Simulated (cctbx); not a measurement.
**Lattice, Laue class and space group of a new crystal**

Cell: a = 7.2270 Å, b = 7.2270 Å, c = 7.1260 Å, α = 90.00°, β = 90.00°, γ = 90.00°. Expected content of the cell: In8 Cu16 Li4.

The data are simulated with cctbx, not measured: Cu Kα, λ = 1.54184 Å, to d = 0.83 Å, 95 % of the full sphere, strongest reflection 40000 counts, noise from counting, a 4 % proportional error and a noise floor of 8 counts (s.d.); no absorption.

Tests on the unmerged data give:

```text
2586 reflections to d = 0.831 A
centring   violations  <I/sigma> of those
    A        528 of  1285      7.4
    B        525 of  1294      7.3
    C        415 of  1303      6.1
    I          0 of  1277     -0.1
    R        596 of  1738      6.3
    F        734 of  1941      6.9
Laue class    unique    Rint  (classes that these axes allow; Friedel mates merged)
I 1 2/m 1         380   0.032
I 1 1 2/m         380   0.032
I 2/m 1 1         380   0.032
I m m m           222   0.034
I 4/m             192   0.034
I 4/m m m         124   0.035
space group    extra absences  I>4sigma  <I/sigma>
I 4 2 2                 0          0         -  acentric
I 4 m m                 0          0         -  acentric
I 4 c m               110          0      -0.1  acentric
I -4 m 2                0          0         -  acentric
I -4 c 2              110          0      -0.1  acentric
I -4 2 m                0          0         -  acentric
I 4/m m m               0          0         -  centric
I 4/m c m             110          0      -0.1  centric
Wilson B = 2.07 A^2   <|E^2-1|> = 1.017 (0.968 centric, 0.736 acentric)   E^2>4: 5.2 %
shell (A)         n   <I/sigma>
 5.11 - 1.65     21     36.8
 1.65 - 1.32     15     41.9
 1.32 - 1.15     17     46.2
 1.15 - 1.05     11     39.9
 1.05 - 0.97     18     43.3
 0.97 - 0.92     10     32.9
 0.92 - 0.87     15     31.5
 0.87 - 0.83     17     34.2
```

Q: Read the symmetry from these tables.

The reflections that I centring forbids are absent (⟨I/σ⟩ near 0), so the lattice is I.

Rint stays low (0.032 to 0.035) up to I 4/m m m, the highest class in these axes.

8 settings pass the absence test. The most absences obeyed, 110, belong to I 4 c m, I -4 c 2 and I 4/m c m, which absences can't tell apart.

⟨|E²−1|⟩ = 1.017 leans to a centrosymmetric structure. The Wilson B of 2.07 Å² means U ≈ 0.0262 Å².

The true group is I4/mcm (no. 140), Laue class 4/mmm, centrosymmetric. The tables only narrow the choice to the tied entries; cell content, site symmetry and trial solutions must settle it.

This is a model crystal, built by substitution and not relaxed, with assumed displacement parameters.

[Logs are printed without paths, hosts, clocks, repeated set-up lines and the standing remarks that a program may print on its own settings, such as how far it seeks lower states.]
